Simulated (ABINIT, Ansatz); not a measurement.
# Rb2H6Pt (Fm-3m): G0W0 on several meshes in ABINIT

Wanted: mesh dependence and cost of G0W0 for Rb2H6Pt (Fm-3m).

Program: ABINIT 10.8.3. Level of theory: LDA and many-body steps on it, plane waves. Results are calculated unless marked as measured.

### 1. Starting point

The structure is cubic, space group Fm-3m (No. 225). Conventional cell: a = 8.522 Å, b = 8.522 Å, c = 8.522 Å, α = 90.00°, β = 90.00°, γ = 90.00°. Rb has 12 H at 3.05 Å nearest. Nearest to H lie 1 Pt at 1.64 Å and 4 H at 2.32 Å and 4 Rb at 3.05 Å. Pt has 6 H at 1.64 Å nearest. Farther neighbours are not listed.

The cell and positions are those that the Materials Project relaxed with its own functionals (PBE, PBE+U or r2SCAN), kept fixed. Spin-orbit coupling is left out unless a step names it.

### 2. Empty states on the mesh, 2×2×2 mesh, 298 bands

This step: ABINIT 10.8.3; DFT, LDA, plane waves, norm-conserving pseudopotentials.

The sums over transitions need many empty states on a uniform mesh; this step solves for them.

File run.abi:

```
acell 3*1.0 Angstrom
rprim 
  0.000000000000 4.260795920000 4.260795920000
  4.260795920000 0.000000000000 4.260795920000
  4.260795920000 4.260795920000 0.000000000000
ntypat 3
znucl 37 1 78
natom 9
typat 1 1 2 2 2 2 2 2 3
xred 
  0.750000000000 0.750000000000 0.750000000000
  0.250000000000 0.250000000000 0.250000000000
  0.807305340000 0.807305340000 0.192694660000
  0.192694660000 0.807305340000 0.192694660000
  0.807305340000 0.192694660000 0.192694660000
  0.192694660000 0.192694660000 0.807305340000
  0.807305340000 0.192694660000 0.807305340000
  0.192694660000 0.807305340000 0.807305340000
  0.000000000000 0.000000000000 0.000000000000
pp_dirpath "pseudos"
pseudos "Rb.upf, H.upf, Pt.upf"
ecut 34
ngkpt 2 2 2
nshiftk 1
shiftk 0 0 0
kptopt 1
chksymbreak 0
iscf -2
irdden 1
istwfk *1
nband 298
nbdbuf 26
tolwfr 1e-09
nstep 60
prtvol 0
indata_prefix "in"
outdata_prefix "out"
tmpdata_prefix "tmp"
```

On the command line:

```sh
$ OMP_NUM_THREADS=1 mpirun -n 4 abinit run.abi > log
```

Numbers of over 12 decimals in the logs are rounded to 6 here.

The log of the run:

```text
.Version 10.8.3 of ABINIT. v10.8.2 released Aug 2026.

 Symmetries : space group Fm -3 m (#225); Bravais cF (face-center cubic)
[... echo of the input left out ...]
== DATASET  1 ==================================================================
-   mpi_nproc: 4, omp_nthreads: 1 (-1 if OMP is not activated)
-    --> not optimal distribution: autoparal keyword recommended in input file <--

--- !DatasetInfo
iteration_state: {dtset: 1, }
dimensions: {natom: 9, nkpt: 3, mband: 298, nsppol: 1, nspinor: 1, nspden: 1, mpw: 9922, }
cutoff_energies: {ecut:  34.0, pawecutdg:  -1.0, }
[...]
2.82418    2.86411    2.86411    2.86411    2.86708    2.86708    2.86708    2.89614
   2.89615    2.89617    2.90561    2.90565    2.90809    2.90813    2.90821    2.92290
   2.95197    2.95789
 prteigrs : prtvol=0 or 1, do not print more k-points.

== END DATASET(S) ==============================================================
================================================================================

 -outvars: echo values of variables after computation  --------
            nband         298
             nkpt           3
          spgroup         225
 [... the other variables as echoed above ...]

 Calculation completed.
```

Run time: 3.1 min. Hardware: 4 MPI ranks of Arm Neoverse V2, shared host; peak memory 0.55 GiB.

This step gave:

```yaml
gap: 3.783 eV
k_of_the_valence_top: 0.5, 0.5, 0
k_of_the_conduction_bottom: 0.5, 0.5, 0
least_direct_gap: 3.783 eV
k_points_computed: 3
lowest_point_of_the_top_converged_band_above_the_valence_top: 76.8463 eV
```

On this mesh the gap is 3.783 eV.

The density comes from a self-consistent run that is not shown.

### 3. Screening, 2×2×2 mesh, 123 bands, screening to 114.3 eV

The RPA dielectric matrix is built and inverted for each q.

This step: RPA screening on LDA, plane waves, norm-conserving pseudopotentials.

Edit run.abi of step 2 so:

```diff
@@ -27,10 +27,11 @@
 chksymbreak 0
-iscf -2
-irdden 1
 istwfk *1
-nband 298
-nbdbuf 26
-tolwfr 1e-09
-nstep 60
-prtvol 0
+occopt 1
+irdwfk 1
+optdriver 3
+nband 123
+ecuteps 4.2
+inclvkb 2
+awtr 1
+symchi 1
 indata_prefix "in"
```

The log of the run:

```text
.Version 10.8.3 of ABINIT. v10.8.2 released Aug 2026.

 Symmetries : space group Fm -3 m (#225); Bravais cF (face-center cubic)
[... echo of the input left out ...]
== DATASET  1 ==================================================================
-   mpi_nproc: 4, omp_nthreads: 1 (-1 if OMP is not activated)

--- !DatasetInfo
iteration_state: {dtset: 1, }
dimensions: {natom: 9, nkpt: 3, mband: 123, nsppol: 1, nspinor: 1, nspden: 1, mpw: 9922, }
cutoff_energies: {ecut:  34.0, pawecutdg:  -1.0, }
electrons: {nelect:   4.20000000E+01, charge:   0.00000000E+00, occopt:   1.00000000E+00, tsmear:   1.00000000E-02, }

 SCREENING: Calculation of the susceptibility and dielectric matrices

 Based on a program developped by R.W. Godby, V. Olevano, G. Onida, and L. Reining.
 Incorporated in ABINIT by V. Olevano, G.-M. Rignanese, and M. Torrent.
.Using double precision arithmetic ; gwpc =  8

[... cell and pseudopotentials left out ...]
--------------------------------------------------------------------------------

 ==== K-mesh for the wavefunctions ====
 Number of points in the irreducible wedge :     3
[... list of points left out ...]
 Together with 48 symmetry operations and time-reversal symmetry
 yields     8 points in the full Brillouin Zone.

 ==== Q-mesh for the screening function ====
 Number of points in the irreducible wedge :     3
[... list of points left out ...]
 Together with 48 symmetry operations and time-reversal symmetry
 yields     8 points in the full Brillouin Zone.

 setmesh: FFT mesh size selected  =    40x   40x   40
          total number of points  =        64000

 vcoul_init : cutoff-mode = AUXILIARY_FUNCTION
 q-points for optical limit:   1
     1)      0.000010    0.000020    0.000030

- screening: taking advantage of time-reversal symmetry
- Maximum band index for partially occupied states nbvw = 21
- Remaining bands to be divided among processors   nbcw = 102
- Number of bands treated by each node ~25

 Number of electrons calculated from density =   42.0000; Expected =   42.0000
 average of density, n =  0.040230
 r_s =    1.8105
 omega_plasma =   19.3478 [eV]

 calculating chi0 at frequencies [eV] :
  1    0.000000E+00    0.000000E+00
  2    0.000000E+00    1.934777E+01

--------------------------------------------------------------------------------
  q-point number  1        q = ( 0.000000, 0.000000, 0.000000) [r.l.u.]
--------------------------------------------------------------------------------
[... chi0 elements left out ...]
 For q-point:  0.000010 0.000020 0.000030
  dielectric constant =   2.8065
  dielectric constant without local fields =   3.6238

  Average fulfillment of the sum rule on Im[epsilon] for q-point    1 :     63.81  [%]
[... wings left out ...]
  q-point number  2        q = ( 0.500000, 0.000000, 0.000000) [r.l.u.]
--------------------------------------------------------------------------------
[... chi0 elements left out ...]
  Average fulfillment of the sum rule on Im[epsilon] for q-point    2 :     70.81  [%]

 [... 1 further q-points ...]
```

The job ended after 24 s (4 MPI ranks; peak memory 1.7 GiB).

Numbers from this step:

```
ε∞ with local fields, on this mesh, along the program's q direction : 2.807
the same without local fields                                       : 3.624
plasma frequency                                                    : 19.35 eV
plane waves in the screening matrix                                 : 411
```

Local fields lower ε∞ by 23 %. On a Γ-centred mesh this coarse the value itself is usually too large, while a short band sum pulls it down.

### 4. 2×2×2

The self-energy is evaluated for the states that the input lists, and the levels follow from it, in one-shot runs by the linearised quasiparticle equation.

This step: G0W0 on LDA, plane waves, norm-conserving pseudopotentials.

Edit run.abi of step 3 so:

```diff
@@ -30,8 +30,17 @@
 irdwfk 1
-optdriver 3
+optdriver 4
 nband 123
+gwcalctyp 0
+ecutsigx 34
+symsigma 1
+nkptgw 2
+kptgw 
+  0.5000000000 0.5000000000 0.0000000000
+  0.0000000000 0.0000000000 0.0000000000
+bdgw 
+  20 23
+  19 24
 ecuteps 4.2
-inclvkb 2
-awtr 1
-symchi 1
+irdscr 1
+ppmodel 1
 indata_prefix "in"
```

The log of the run:

```text
.Version 10.8.3 of ABINIT. v10.8.2 released Aug 2026.

 Symmetries : space group Fm -3 m (#225); Bravais cF (face-center cubic)
[... echo of the input left out ...]
== DATASET  1 ==================================================================
-   mpi_nproc: 4, omp_nthreads: 1 (-1 if OMP is not activated)

--- !DatasetInfo
iteration_state: {dtset: 1, }
dimensions: {natom: 9, nkpt: 3, mband: 123, nsppol: 1, nspinor: 1, nspden: 1, mpw: 9922, }
cutoff_energies: {ecut:  34.0, pawecutdg:  -1.0, }
electrons: {nelect:   4.20000000E+01, charge:   0.00000000E+00, occopt:   1.00000000E+00, tsmear:   1.00000000E-02, }

 SIGMA: Calculation of the GW corrections

 Based on a program developped by R.W. Godby, V. Olevano, G. Onida, and L. Reining.
 Incorporated in ABINIT by V. Olevano, G.-M. Rignanese, and M. Torrent.
.Using double precision arithmetic ; gwpc =  8

[... cell and pseudopotentials left out ...]
--------------------------------------------------------------------------------

 ==== K-mesh for the wavefunctions ====
 Number of points in the irreducible wedge :     3
[... list of points left out ...]
 Together with 48 symmetry operations and time-reversal symmetry
 yields     8 points in the full Brillouin Zone.

 ==== Q-mesh for screening function ====
 Number of points in the irreducible wedge :     3
[... list of points left out ...]
 Together with 48 symmetry operations and time-reversal symmetry
 yields     8 points in the full Brillouin Zone.

 vcoul_init : cutoff-mode = AUXILIARY_FUNCTION
 q-points for optical limit:   1
     1)      0.000010    0.000020    0.000030
 setmesh: FFT mesh size selected  =    60x   60x   60
          total number of points  =       216000

 Number of electrons calculated from density =   42.0000; Expected =   42.0000
 average of density, n =  0.040230
 r_s =    1.8105
 omega_plasma =   19.3478 [eV]

 === KS Band Gaps ===
  >>>> For spin  1
   Minimum direct gap =   3.7827 [eV], located at k-point      :   0.5000  0.5000  0.0000
   Fundamental gap    =   3.7827 [eV], Top of valence bands at :   0.5000  0.5000  0.0000
                                       Bottom of conduction at :   0.5000  0.5000  0.0000
 SIGMA fundamental parameters:
 PLASMON POLE MODEL  1
 number of plane-waves for SigmaX                 9841
 number of plane-waves for SigmaC and W            411
 number of plane-waves for wavefunctions          9841
 number of bands                                   123
 number of independent spin polarizations            1
 number of spinorial components                      1
 number of k-points in IBZ                           3
 number of q-points in IBZ                           3
 number of symmetry operations                      48
 number of k-points in BZ                            8
 number of q-points in BZ                            8
 number of frequencies for dSigma/dE                 9
 frequency step for dSigma/dE [eV]                0.25
 number of omega for Sigma on real axis              0
 max omega for Sigma on real axis  [eV]           0.00
 zcut for avoiding poles [eV]                     0.10

 EPSILON^-1 parameters (SCR file):
 dimension of the eps^-1 matrix on file            411
 dimension of the eps^-1 matrix used               411
 number of plane-waves for wavefunctions          9841
 number of bands                                   123
 number of q-points in IBZ                           3
 number of frequencies                               2
 number of real frequencies                          1
 number of imag frequencies                          1

 matrix elements of self-energy operator (all in [eV])

 Perturbative Calculation

--- !SelfEnergy_ee
iteration_state: {dtset: 1, }
kpoint     : [   0.500,    0.500,    0.000, ]
spin       : 1
KS_gap     :    3.783
QP_gap     :    6.099
Delta_QP_KS:    2.317
data: !SigmaeeData |
     Band     E0 <VxcDFT>   SigX SigC(E0)      Z dSigC/dE  Sig(E)    E-E0       E
       20  -0.977 -11.611 -14.610   1.813   0.823  -0.215 -12.587  -0.976  -1.954
       21  -0.977 -11.611 -14.610   1.813   0.823  -0.215 -12.587  -0.976  -1.954
       22   2.806  -9.494  -5.780  -2.150   0.857  -0.166  -8.154   1.340   4.146
       23   5.048  -8.812  -4.315  -2.669   0.859  -0.164  -7.241   1.570   6.619

--- !SelfEnergy_ee
iteration_state: {dtset: 1, }
kpoint     : [   0.000,    0.000,    0.000, ]
spin       : 1
KS_gap     :    4.861
QP_gap     :    7.072
Delta_QP_KS:    2.211
data: !SigmaeeData |
     Band     E0 <VxcDFT>   SigX SigC(E0)      Z dSigC/dE  Sig(E)    E-E0       E
       19  -1.289 -11.114 -14.098   1.793   0.823  -0.214 -12.095  -0.981  -2.269
       20  -1.289 -11.114 -14.098   1.793   0.823  -0.214 -12.095  -0.981  -2.269
       21  -1.289 -11.114 -14.098   1.793   0.823  -0.214 -12.095  -0.981  -2.269
       22   3.572  -7.278  -3.167  -2.691   0.866  -0.155  -6.047   1.230   4.802
       23   4.515 -11.621  -7.111  -2.353   0.848  -0.179  -9.792   1.829   6.344
       24   4.515 -11.621  -7.111  -2.353   0.848  -0.179  -9.792   1.829   6.344

== END DATASET(S) ==============================================================
================================================================================

 -outvars: echo values of variables after computation  --------
           etotal      0.0000000000E+00
            nband         123
             nkpt           3
          spgroup         225
 [... the other variables as echoed above ...]

 Calculation completed.
```

Run time: 12 s. Hardware: 4 MPI ranks; peak memory 1.2 GiB.

Numbers from this step:

```
G0W0 gap on the points computed              : 6.1 eV
starting gap on the mesh                     : 3.783 eV
k of the valence top                         : 0.5, 0.5, 0
k of the conduction bottom                   : 0.5, 0.5, 0
Z at the valence top                         : 0.823
Z at the conduction bottom                   : 0.857
least direct G0W0 gap on the computed points : 6.1 eV
```

The gap on the mesh goes from 3.78 eV to 6.10 eV, a correction of +2.32 eV.

### 5. Empty states on the mesh, 4×4×4 mesh, 135 bands

This step: DFT, LDA, plane waves, norm-conserving pseudopotentials.

Edit run.abi of step 4 so:

```diff
@@ -22,3 +22,3 @@
 ecut 34
-ngkpt 2 2 2
+ngkpt 4 4 4
 nshiftk 1
@@ -27,20 +27,10 @@
 chksymbreak 0
+iscf -2
+irdden 1
 istwfk *1
-occopt 1
-irdwfk 1
-optdriver 4
-nband 123
-gwcalctyp 0
-ecutsigx 34
-symsigma 1
-nkptgw 2
-kptgw 
-  0.5000000000 0.5000000000 0.0000000000
-  0.0000000000 0.0000000000 0.0000000000
-bdgw 
-  20 23
-  19 24
-ecuteps 4.2
-irdscr 1
-ppmodel 1
+nband 135
+nbdbuf 12
+tolwfr 1e-09
+nstep 60
+prtvol 0
 indata_prefix "in"
```

The log of the run:

```text
.Version 10.8.3 of ABINIT. v10.8.2 released Aug 2026.

 Symmetries : space group Fm -3 m (#225); Bravais cF (face-center cubic)
[... echo of the input left out ...]
== DATASET  1 ==================================================================
-   mpi_nproc: 4, omp_nthreads: 1 (-1 if OMP is not activated)

--- !DatasetInfo
iteration_state: {dtset: 1, }
dimensions: {natom: 9, nkpt: 8, mband: 135, nsppol: 1, nspinor: 1, nspden: 1, mpw: 9922, }
cutoff_energies: {ecut:  34.0, pawecutdg:  -1.0, }
[...]
1.38179    1.38258    1.38258    1.38258    1.40995    1.40995    1.40995    1.42371
   1.42371    1.44386    1.44500    1.50025    1.50025    1.51173    1.51173    1.51173
   1.58985    1.59015    1.59084    1.59778    1.59936    1.60147    1.61002
 prteigrs : prtvol=0 or 1, do not print more k-points.

== END DATASET(S) ==============================================================
================================================================================

 -outvars: echo values of variables after computation  --------
            nband         135
             nkpt           8
          spgroup         225
 [... the other variables as echoed above ...]

 Calculation completed.
```

Elapsed: 1.8 min, on 4 MPI ranks; peak memory 0.56 GiB; 7.4 min of CPU time.

Numbers from this step:

```
gap                                                           : 3.783 eV
k of the valence top                                          : 0.5, 0.5, 0
k of the conduction bottom                                    : 0.5, 0.5, 0
least direct gap                                              : 3.783 eV
k points computed                                             : 8
lowest point of the top converged band, above the valence top : 40.30 eV
```

On this mesh the gap is 3.783 eV.

### 6. Screening, 4×4×4 mesh, 123 bands, screening to 114.3 eV

This step: RPA screening on LDA, plane waves, norm-conserving pseudopotentials.

Edit run.abi of step 5 so:

```diff
@@ -27,10 +27,11 @@
 chksymbreak 0
-iscf -2
-irdden 1
 istwfk *1
-nband 135
-nbdbuf 12
-tolwfr 1e-09
-nstep 60
-prtvol 0
+occopt 1
+irdwfk 1
+optdriver 3
+nband 123
+ecuteps 4.2
+inclvkb 2
+awtr 1
+symchi 1
 indata_prefix "in"
```

The log of the run:

```text
.Version 10.8.3 of ABINIT. v10.8.2 released Aug 2026.

 Symmetries : space group Fm -3 m (#225); Bravais cF (face-center cubic)
[... echo of the input left out ...]
== DATASET  1 ==================================================================
-   mpi_nproc: 4, omp_nthreads: 1 (-1 if OMP is not activated)

--- !DatasetInfo
iteration_state: {dtset: 1, }
dimensions: {natom: 9, nkpt: 8, mband: 123, nsppol: 1, nspinor: 1, nspden: 1, mpw: 9922, }
cutoff_energies: {ecut:  34.0, pawecutdg:  -1.0, }
electrons: {nelect:   4.20000000E+01, charge:   0.00000000E+00, occopt:   1.00000000E+00, tsmear:   1.00000000E-02, }

 SCREENING: Calculation of the susceptibility and dielectric matrices

 Based on a program developped by R.W. Godby, V. Olevano, G. Onida, and L. Reining.
 Incorporated in ABINIT by V. Olevano, G.-M. Rignanese, and M. Torrent.
.Using double precision arithmetic ; gwpc =  8

[... cell and pseudopotentials left out ...]
--------------------------------------------------------------------------------

 ==== K-mesh for the wavefunctions ====
 Number of points in the irreducible wedge :     8
[... list of points left out ...]
 Together with 48 symmetry operations and time-reversal symmetry
 yields    64 points in the full Brillouin Zone.

 ==== Q-mesh for the screening function ====
 Number of points in the irreducible wedge :     8
[... list of points left out ...]
 Together with 48 symmetry operations and time-reversal symmetry
 yields    64 points in the full Brillouin Zone.

 setmesh: FFT mesh size selected  =    40x   40x   40
          total number of points  =        64000

 vcoul_init : cutoff-mode = AUXILIARY_FUNCTION
 q-points for optical limit:   1
     1)      0.000010    0.000020    0.000030

- screening: taking advantage of time-reversal symmetry
- Maximum band index for partially occupied states nbvw = 21
- Remaining bands to be divided among processors   nbcw = 102
- Number of bands treated by each node ~25

 Number of electrons calculated from density =   42.0000; Expected =   42.0000
 average of density, n =  0.040230
 r_s =    1.8105
 omega_plasma =   19.3478 [eV]

 calculating chi0 at frequencies [eV] :
  1    0.000000E+00    0.000000E+00
  2    0.000000E+00    1.934777E+01

--------------------------------------------------------------------------------
  q-point number  1        q = ( 0.000000, 0.000000, 0.000000) [r.l.u.]
--------------------------------------------------------------------------------
[... chi0 elements left out ...]
 For q-point:  0.000010 0.000020 0.000030
  dielectric constant =   2.6426
  dielectric constant without local fields =   3.4344

  Average fulfillment of the sum rule on Im[epsilon] for q-point    1 :     63.86  [%]
[... wings left out ...]
  q-point number  2        q = ( 0.250000, 0.000000, 0.000000) [r.l.u.]
--------------------------------------------------------------------------------
[... chi0 elements left out ...]
  Average fulfillment of the sum rule on Im[epsilon] for q-point    2 :     76.54  [%]

 [... 6 further q-points ...]
```

Wall time 2.5 min (4 MPI ranks); peak memory 2.7 GiB.

Numbers from this step:

* ε∞ with local fields, on this mesh, along the program's q direction: 2.643
* the same without local fields: 3.434
* plasma frequency: 19.35 eV
* plane waves in the screening matrix: 411

[end of part 1 of 2]

[Paths, hosts, dates, memory and timing lines, banners, echoed tables and standing remarks are left out of the program output.]

[Logs are printed without paths, hosts, clocks, repeated set-up lines and the standing remarks that a program may print on its own settings, such as how far it seeks lower states.]

[Runs of the session that timed out or met a known fault of the program may be left out.]

[No measured gap is set beside runs whose start may be inverted or whose files or cutoffs have a known fault.]

[Hosts, paths, dates, database ids (printed as entryN), source tags and the programs' standing remarks are cut or masked in the printed files.]

[G0W0 gaps are taken among the corrected bands and points alone; a level outside them can change the order at an edge.]

[Where Ansatz stands beside ABINIT at settings called matched, ABINIT's density can come from a denser mesh and the files from another edition; pairs whose starting gaps differed by over 0.03 eV were left out, so agreement reads better than it is.]
